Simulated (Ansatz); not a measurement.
# Y2C(OH)2 MXene monolayer in a perpendicular field, part 2 of 2

What dipole does a perpendicular field induce in the Y2C(OH)2 MXene monolayer, and does the gap follow? A positive field points along +c.

Ansatz 0.2.0; plane-wave DFT, PBE-D3(BJ), Ansatz PAW (set soft_1); PAW set soft_1.

So far. Step 2 (Relaxing the slab): The lattice constant a goes from 3.478 to 3.565 Å.

## (3) Atoms held, field 0

A sawtooth potential applies the field, turning back in the middle of the vacuum. With the dipole correction the typed value is the field outside the slab. The induced dipole is small, so the SCF threshold is tight.

The cell differs from the one that the last finished run ended in (c 45.423 → 25.280 Å).

The input, input.yaml:

```yaml
crystal:
  lattice:
    - [3.5652440277, 0.0, 0.0]
    - [-1.7826220138, 3.0875918987, 0.0]
    - [0.0, 0.0, 25.280099465]
  atoms:
    - { symbol: H, position: [0.3333333333, 0.6666666667, 0.3560112575] }
    - { symbol: O, position: [0.3333333333, 0.6666666667, 0.3943271116] }
    - { symbol: "Y", position: [0.6666666667, 0.3333333333, 0.4457201995] }
    - { symbol: C, position: [0.0, 0.0, 0.5] }
    - { symbol: "Y", position: [0.3333333333, 0.6666666667, 0.5542798005] }
    - { symbol: O, position: [0.6666666667, 0.3333333333, 0.6056728884] }
    - { symbol: H, position: [0.6666666667, 0.3333333333, 0.6439887425] }
kpoints:
  mp_grid: { grid: [18, 18, 1] }
  band_path:
    path: [[0, 0, 0], [0.5, 0, 0], [0.33333333, 0.33333333, 0], [0, 0, 0]]
    npoints: 16
hamiltonian:
  xc: pbe
  dispersion: d3bj
  pseudopotentials: { kind: paw, azcp: { folder: soft_1 } }
scf:
  occupations: { method: fermi_dirac, width: 0.02585 }
  convergence: { dr2_threshold: 1.0e-10 }
efield:
  axis: 3
  dipole_correction: true
  ramp_position: 0.97
  ramp_width: 0.06
  amplitude: 0
output:
  dos: { projected: true, e_range: [-6, 5] }
  write_potential: true
  write_density: true
  volumetric_format: npy
  elf: true
```

Run with:

```console
> ansatz run input.yaml --threads 2 --pin off --max-ram 3072MiB --backend cpu --events-out ev --progress --plain --runs-dir out
```

Numbers of over 12 decimals in the logs are rounded to 6 here.

Log:

```text
[...]
Crystal: 7 atoms, lattice volume = 278.284 Å³
Basis set: ecut = 420 eV, 5371 PW (Γ)
Bands: 27, of which v1, the nominal top of the filled ones, is band 20 counted from 1 (19 counted from 0)
Symmetry: 6 space group operations
k-points: 37 of 324 (time reversal used)
[...]
SCF iter   1: F=—  HF=-9129.409525 eV  |F-HF|=—  |Δ(HF+E_count)|=         —  Δρ=8.30e-2  dr2=3.11e1  ethr=3.10e-3  p=-0.000 e·Å  D=-9.14e-15 V/Å  ΔV_dip=0.00 eV  dr2_dipole=1.54e-9  V_vac-E_F(+/−)=9.52/9.52 eV  ⟨swp⟩=7.4  Hψ=5132  notcnv=0
efield: sawtooth ramp at fractional position 0.9700 (set: `efield.ramp_position`, or a place that a band, a saddle search or an elastic batch's reference lends), width 0.0600; the density the first Hamiltonian is built on has a dipole p = -0.000 e·Å; the dipole correction subtracts the counter field D = -9.14e-15 V/Å, which shifts the + side's vacuum level by +0.00 eV against the − side's; the planar-averaged density in the ramp window peaks in size at 7.1e-7 e/Å³
[...]
SCF iter   2: F=—  HF=-9127.589730 eV  |F-HF|=—  |Δ(HF+E_count)|=    1.82e0  Δρ=8.24e-2  dr2=6.32e1  ethr=3.10e-3  p=-0.000 e·Å  D=-2.23e-5 V/Å  ΔV_dip=0.00 eV  dr2_dipole=2.24e-6  V_vac-E_F(+/−)=-0.12/-0.12 eV  ⟨swp⟩=9.0  Hψ=4170  notcnv=0  defer=90
[...]
SCF iter  16: F=-9121.075523 eV  HF=-9121.075523 eV  |F-HF|=1.27e-10  |Δ(HF+E_count)|=  7.64e-11  Δρ=1.39e-7  dr2=3.52e-11  ethr=1.00e-12  p=0.000 e·Å  D=1.38e-6 V/Å  ΔV_dip=-0.00 eV  dr2_dipole=3.33e-12  V_vac-E_F(+/−)=1.39/1.39 eV  ⟨swp⟩=18.9  Hψ=6652  notcnv=0
SCF 1 converged in 16 iterations: F = -9121.075523 eV  dr2 = 3.52e-11
[...]
NSCF: frozen V_eff on 49 k-points
efield: sawtooth ramp at fractional position 0.9700 (kept from the solve that this one continues, or follows in the run), width 0.0600; the density the first Hamiltonian is built on has a dipole p = 0.000 e·Å; the dipole correction subtracts the counter field D = 1.38e-6 V/Å, which shifts the + side's vacuum level by -0.00 eV against the − side's; the planar-averaged density in the ramp window peaks in size at 1.3e-6 e/Å³
[...]
SCF converged after 16 iterations
Free energy (F): -9121.075523 eV
[...]
Internal energy: -9121.075521 eV  (E = F + TS)
E sigma→0 (E₀):  -9121.075522 eV
Entropy (-TS):   -0.000001 eV (-0.000 meV/atom)
Fermi energy:    1.901744 eV
Dipole field:    D = -0.000001 V/Å  (p = -0.000001 e·Å, saw-weighted, corrected)
Work function:   Φ+ = 1.3882 eV   Φ− = 1.3882 eV
Levels:          The Fermi level and band energies are counted from a zero that moves with the ramp; work functions are not
[...]
--- Band table (eV; the first three rows and the last of 37) ---
  k-point 0: bands = [... 16 lower, -2.5004, -0.0750, 1.6466, 1.6466, 2.1100, 2.2464, 3.3212, 3.7427, ... 3 higher]
  k-point 1: bands = [... 16 lower, -2.5009, -0.0165, 1.5074, 1.6319, 2.1972, 2.2804, 3.3730, 3.7859, ... 3 higher]
  k-point 2: bands = [... 16 lower, -2.5028, 0.1359, 1.2193, 1.5950, 2.3631, 2.3968, 3.5234, 3.9173, ... 3 higher]
  k-point 36: bands = [... 16 lower, -2.8127, 0.3981, 0.3981, 1.0421, 4.9309, 5.2585, 5.2585, 6.1272, ... 3 higher]
```

Elapsed: 35 s, on 2 threads of Arm Neoverse V2, shared host; peak memory 0.63 GiB; 69 s of CPU time.

Reading the cycles: dr2 is the Hartree energy of the density residual (eV), the measure of convergence; HF is the Harris–Foulkes estimate of the energy, which meets the free energy F at convergence.

Numbers from this step:

* dipole along the normal: -1.08e-6 e·Å
* gap along the path: 0.4635 eV
* smallest direct gap along the path: 0.4635 eV
* ionisation energy, upper face: 1.643 eV
* electron affinity, upper face: 1.180 eV
* gap, the smaller of path and mesh: 0.4635 eV

Running mean over a fixed 2.7 Å (it still follows the layers) of the planar mean; the ramp of the sawtooth is left out. Table of electron's electrostatic potential energy less the Fermi level by z:

```csv
z (Å),electron's electrostatic potential energy less the Fermi level (eV)
3.5,1.39
4.0,1.39
4.5,1.39
5.0,1.39
5.5,1.39
6.0,1.38
6.5,1.37
7.0,1.34
7.5,1.20
8.0,0.924
8.5,0.337
9.0,-0.769
9.5,-2.37
10.0,-4.82
10.5,-6.78
11.0,-7.57
11.5,-7.69
12.0,-7.40
12.5,-7.10
13.0,-7.20
13.5,-7.57
14.0,-7.68
14.5,-7.36
15.0,-6.06
15.5,-3.70
16.0,-1.55
16.5,-0.252
17.0,0.692
17.5,1.03
18.0,1.29
18.5,1.36
19.0,1.38
19.5,1.38
20.0,1.39
20.5,1.39
21.0,1.39
21.5,1.39
22.0,1.39
```

The density of states has structure finer than the step of the table below, so its rows give means over 0.25 eV, whole bins alone (the curve runs from -6 to 2.19 eV). Peaks (eV: height): -5.040: 14.3, -4.460: 52.5, -1.670: 9.39, -0.870: 16.3.

The density of states by energy, zero at the Fermi level of the run, which the smearing sets inside the gap; means over each step:

```csv
energy (eV),density of states (states/eV a cell)
-5.50,0
-5.25,1.89
-5.00,8.45
-4.75,3.95
-4.50,17.7
-4.25,0.193
-4.00,0
-3.75,0
-3.50,0
-3.25,0
-3.00,0
-2.75,0
-2.50,0
-2.25,0
-2.00,0.146
-1.75,5.10
-1.50,2.80
-1.25,2.53
-1.00,6.10
-0.75,3.39
-0.50,3.38
-0.25,0.848
0.00,0
0.25,0.250
0.50,1.08
0.75,1.77
1.00,1.96
1.25,2.12
1.50,2.16
1.75,2.79
2.00,3.22
```

Projected DOS per atom over height of the atomic layer and energy from the Fermi level. Layers: H O Y C Y O H from below.

Ten even steps from '0' (0.0 states/eV) to '9' (3.5 states/eV), each cell a mean:
```
0010100
0010100
0010100
0010100
0000000
0000000
0001000
0014100
0028200
0013100
0026200
0000000
0000000
0000000
0000000
0000000
0000000
0900090
0700070
0810180
0000000
0000000
```
Columns: height of the atomic layer (Å) from 9 to 16.3 (not evenly spaced); rows upwards: energy from the Fermi level (eV) from -5.96 to 2.14.

The electronic bands at the labelled points (eV, zero at the Fermi level of the run, which the smearing sets inside the gap):

```csv
point,band 17,band 18,band 19,band 20,band 21,band 22,band 23,band 24
Γ,-4.40,-1.98,-0.26,-0.26,0.21,0.34,1.42,1.84
halfway,-4.42,-1.44,-1.25,-0.40,1.12,1.19,1.47,2.41
M,-4.44,-1.85,-0.88,-0.40,0.60,3.34,3.38,3.87
halfway,-4.51,-1.75,-1.02,-0.87,1.59,3.54,3.56,4.04
K,-4.71,-1.50,-1.50,-0.86,3.03,3.36,3.36,4.23
halfway,-4.38,-1.46,-1.16,-0.74,1.40,1.48,2.18,2.46
Γ,-4.40,-1.98,-0.26,-0.26,0.21,0.34,1.42,1.84
```

Valence density in the ca plane at fractional y = 0.333, with atoms of Y and O and H within 0.2 Å of it. It is the smooth field of the valence electrons, not physical close to the nuclei.

Ten steps, logarithmic in the rise over the least value, from '0' (0.0 e/Å³) to '9' (7.6 e/Å³), each cell a mean:
```
00000000000000011234553322222234421000000000
00000000000000001257876321112368754200000000
00000000000000001368887421112589976310000000
00000000000000001258886421112479865310000000
00000000000000001246765322112356542100000000
00000000000000011223333332222223211000000000
00000000000000112221122333333211100000000000
00000000000000122321122333344311000000000000
00000000000000112222222333333222110000000000
```
Columns run along c (16.0 Å, from fractional 0.16 to 0.79 of the cell), rows up along a (3.6 Å). Atoms in or near the plane, at fractional coordinates: Y at (0.45, 0.67), O at (0.61, 0.67), H at (0.64, 0.67).

Electrostatic potential energy in the ca plane at fractional y = 0.333, with atoms of Y and O and H within 0.2 Å of it. With pseudopotentials it is smooth inside the atoms' cores, unlike the true potential.

Ten even steps from '0' (-42 eV) to '9' (4 eV), each cell a mean:
```
99999999999999999985457999998999999999999999
99999999999999999850003799999963377899999999
99999999999999999720000699999820011699999999
99999999999999999730001699999830144799999999
99999999999999999862115899999986799999999999
99999999999999999987778999988899999999999999
99999999999999999999999999877889999999999999
99999999999999999999999999876789999999999999
99999999999999999998889999887899999999999999
```
Columns run along c (16.0 Å, from fractional 0.16 to 0.79 of the cell; values clipped at the 3rd and 97th percentile), rows up along a (3.6 Å). Atoms in or near the plane, at fractional coordinates: Y at (0.45, 0.67), O at (0.61, 0.67), H at (0.64, 0.67).

ELF in the ca plane at fractional y = 0.333, with atoms of Y and O and H within 0.2 Å of it. It is the smooth field of the valence electrons, not physical close to the nuclei.

Values, 5 rows by 16 columns, each cell a mean:
```
0.00 0.00 0.00 0.00 0.00 0.01 0.05 0.13 0.64 0.42 0.28 0.08 0.63 0.62 0.35 0.02
0.00 0.00 0.00 0.00 0.00 0.00 0.01 0.22 0.70 0.66 0.12 0.16 0.66 0.79 0.75 0.05
0.00 0.00 0.00 0.00 0.00 0.01 0.05 0.13 0.67 0.44 0.27 0.09 0.65 0.64 0.38 0.02
0.00 0.00 0.00 0.00 0.00 0.03 0.19 0.46 0.12 0.43 0.49 0.19 0.13 0.14 0.03 0.00
0.00 0.00 0.00 0.00 0.00 0.03 0.20 0.48 0.11 0.45 0.49 0.20 0.11 0.12 0.02 0.00
```
Columns run along c (16.0 Å, from fractional 0.10 to 0.74 of the cell), rows up along a (3.6 Å). Atoms in or near the plane, at fractional coordinates: Y at (0.45, 0.67), O at (0.61, 0.67), H at (0.64, 0.67).

The gap is 0.46 eV, with the valence edge 1.64 eV and the conduction edge 1.18 eV under the upper vacuum level.

## (4) Atoms held, field 0.1 V/Å

Changes to input.yaml since step 3:

```diff
@@ -28,7 +28,6 @@
   dipole_correction: true
-  ramp_position: 0.97
-  ramp_width: 0.06
-  amplitude: 0
+  ramp_position: 0.9213
+  ramp_width: 0.1574
+  amplitude: 0.1
 output:
-  dos: { projected: true, e_range: [-6, 5] }
   write_potential: true
@@ -36,2 +35 @@
   volumetric_format: npy
-  elf: true
```

Log:

```text
[...]
Crystal: 7 atoms, lattice volume = 278.284 Å³
Basis set: ecut = 420 eV, 5371 PW (Γ)
Bands: 27, of which v1, the nominal top of the filled ones, is band 20 counted from 1 (19 counted from 0)
Symmetry: 6 space group operations
k-points: 37 of 324 (time reversal used)
[...]
k-point 0: bands = [... 16 lower, -2.4985, -0.0839, 1.6374, 1.6374, 1.9681, 2.3560, 3.0276, 3.9158, ... 3 higher]
  k-point 1: bands = [... 16 lower, -2.4986, -0.0253, 1.4968, 1.6228, 2.0390, 2.4078, 3.0777, 3.9595, ... 3 higher]
  k-point 2: bands = [... 16 lower, -2.4994, 0.1271, 1.2095, 1.5858, 2.1831, 2.5456, 3.2243, 4.0857, ... 3 higher]
  k-point 36: bands = [... 16 lower, -2.7899, 0.3887, 0.3889, 1.0331, 4.9226, 5.2319, 5.2647, 6.0807, ... 3 higher]
[key lines of the parts left out:]
SCF converged after 17 iterations
Free energy (F): -9121.077835 eV
Fermi energy:    1.824483 eV
Dipole field:    D = 0.030211 V/Å  (p = 0.046461 e·Å, saw-weighted, corrected)
```

Run time: 36 s. Hardware: 2 threads; peak memory 0.61 GiB.

The dipole is 0.0465 e·Å, and the gap 0.331 eV.

## (5) Single point, field -0.1 V/Å

Changes to input.yaml since step 4:

```diff
@@ -30,3 +30,3 @@
   ramp_width: 0.1574
-  amplitude: 0.1
+  amplitude: -0.1
 output:
```

Log:

```text
[...]
Crystal: 7 atoms, lattice volume = 278.284 Å³
Basis set: ecut = 420 eV, 5371 PW (Γ)
Bands: 27, of which v1, the nominal top of the filled ones, is band 20 counted from 1 (19 counted from 0)
Symmetry: 6 space group operations
k-points: 37 of 324 (time reversal used)
[...]
k-point 0: bands = [... 16 lower, -2.4985, -0.0839, 1.6374, 1.6374, 1.9681, 2.3560, 3.0276, 3.9158, ... 3 higher]
  k-point 1: bands = [... 16 lower, -2.4986, -0.0253, 1.4968, 1.6228, 2.0390, 2.4078, 3.0778, 3.9595, ... 3 higher]
  k-point 2: bands = [... 16 lower, -2.4994, 0.1271, 1.2095, 1.5858, 2.1831, 2.5456, 3.2243, 4.0857, ... 3 higher]
  k-point 36: bands = [... 16 lower, -2.7899, 0.3887, 0.3889, 1.0331, 4.9226, 5.2319, 5.2647, 6.0807, ... 3 higher]
[key lines of the parts left out:]
SCF converged after 17 iterations
Free energy (F): -9121.077835 eV
Fermi energy:    1.824487 eV
Dipole field:    D = -0.030211 V/Å  (p = -0.046461 e·Å, saw-weighted, corrected)
```

The job ended after 38 s (2 threads; peak memory 0.6 GiB).

The dipole is -0.0465 e·Å, and the gap 0.331 eV.

## (6) Response, atoms held

This step: plane-wave DFT, PBE-D3(BJ), Ansatz PAW (set soft_1); response to a field along the normal, atoms held; PAW set soft_1 (Ansatz 0.2.0).

The dipoles give the slope, and the difference of two potentials shows where the field is screened.

This step gave:

| Property | Result |
| --- | --- |
| equivalent conductor thickness p/(ε₀AE) | 7.637 Å |
| distance between the outer atoms | 7.280 Å |

Dipole of the cell against applied field:

```csv
applied field (V/Å),dipole of the cell (e·Å)
-0.1000,-0.0465
0.0000,-1.1e-6
0.1000,0.0465
```

Local field over the applied field, running mean. From the potentials at -0.1 and 0.1 V/Å; running mean over 2.5 Å. Local field over applied field against z:

```csv
z (Å),local field over applied field
4.5,0.993
5.0,0.987
5.5,0.978
6.0,0.962
6.5,0.935
7.0,0.890
7.5,0.812
8.0,0.693
8.5,0.552
9.0,0.413
9.5,0.296
10.0,0.213
10.5,0.158
11.0,0.117
11.5,0.0845
12.0,0.0494
12.5,0.0215
13.0,0.0307
13.5,0.0660
14.0,0.0976
14.5,0.135
15.0,0.179
15.5,0.246
16.0,0.342
16.5,0.474
17.0,0.614
17.5,0.750
18.0,0.851
18.5,0.913
19.0,0.949
19.5,0.970
20.0,0.982
20.5,0.990
21.0,0.994
```

The induced electron density oscillates, so the rows of the table below give means over windows of 1 Å about each position, cut where the curve ends. Its maxima inside the range that stand out by 2 % of the span (Å: e/Å³ per V/Å): 8.8: 0.00283, 10.0: 0.00107, 11.2: 0.00129, 12.8: 6.4e-5, 14.9: 8.8e-4, 15.6: -2.8e-4. Its minima: 9.7: 2.8e-4, 10.4: -8.8e-4, 12.5: -6.4e-5, 14.0: -0.00129, 15.3: -0.00107, 16.4: -0.00283.

Electrons, planar mean, per unit field. Induced electron density against z; means over each step:

z (Å), induced electron density (e/Å³ per V/Å) and a bar from the least value:
```
        5    0.00006 ###############
        6    0.00018 ################
        7    0.00051 ##################
        8    0.00150 ##########################
        9    0.00210 ##############################
       10    0.00019 ################
       11    0.00055 ###################
       12    0.00044 ##################
       13   -0.00020 #############
       14   -0.00090 ########
       15    0.00004 ###############
       16   -0.00148 ####
       17   -0.00197 
       18   -0.00068 #########
       19   -0.00024 #############
       20   -0.00008 ##############
       21   -0.00003 ##############
```

The smaller of the gaps on the path and on the k-mesh, counted as 0 under 0.03 eV. Table of gap by applied field:

```csv
applied field (V/Å),gap (eV)
-0.1000,0.331
0.0000,0.464
0.1000,0.331
```

By hand: between -0.1 and 0.1 V/Å the dipole changes by 0.09292 e·Å, a slope of 0.4646 e·Å²/V. A perfect conductor of thickness t has p = ε₀AEt, so t = 180.95 × 0.4646 / 11.008 = 7.64 Å (e/ε₀ = 180.95 V·Å, A in Å²).

The induced dipole is that of a conductor 7.64 Å thick.

## (7) Results

| Property | Result |
| --- | --- |
| gap without field | 0.463 eV |
| ionisation energy, upper face | 1.64 eV |
| electron affinity, upper face | 1.18 eV |
| equivalent conductor thickness, atoms held | 7.64 Å |

What this shows: The induced dipole equals that of a perfect conductor 7.64 Å thick, while the outer atoms lie 7.28 Å apart; an out-of-plane ε follows only once a thickness t is chosen, by 1 − 1/ε = 7.64 Å / t. The gap goes from 0.46 eV to 0.33 eV at -0.1 V/Å. With the field reversed the gap is 0.33 eV at 0.1 V/Å. Semilocal functionals give gaps that are too small, and excitons are not included. Spin-orbit coupling is left out. The MXene's terminations sit over the metal atoms of its far layer; the site over carbon or nitrogen, which some compounds prefer, was not run.

[Logs are printed without paths, hosts, clocks, repeated set-up lines and the standing remarks that a program may print on its own settings, such as how far it seeks lower states.]

[Hosts, paths, dates, database ids (printed as entryN), source tags and the programs' standing remarks are cut or masked in the printed files.]

[Maps of the electrostatic potential energy from Ansatz leave out the sawtooth potential of an applied field or a dipole correction, so their vacuum need not be flat; planar profiles and work functions include it.]

[The density of states shown here was stored with 400 of the rows of the run's finer table, so its peaks can read low, often by over a quarter, or be missed, and its means over a window can be off by a tenth or more.]
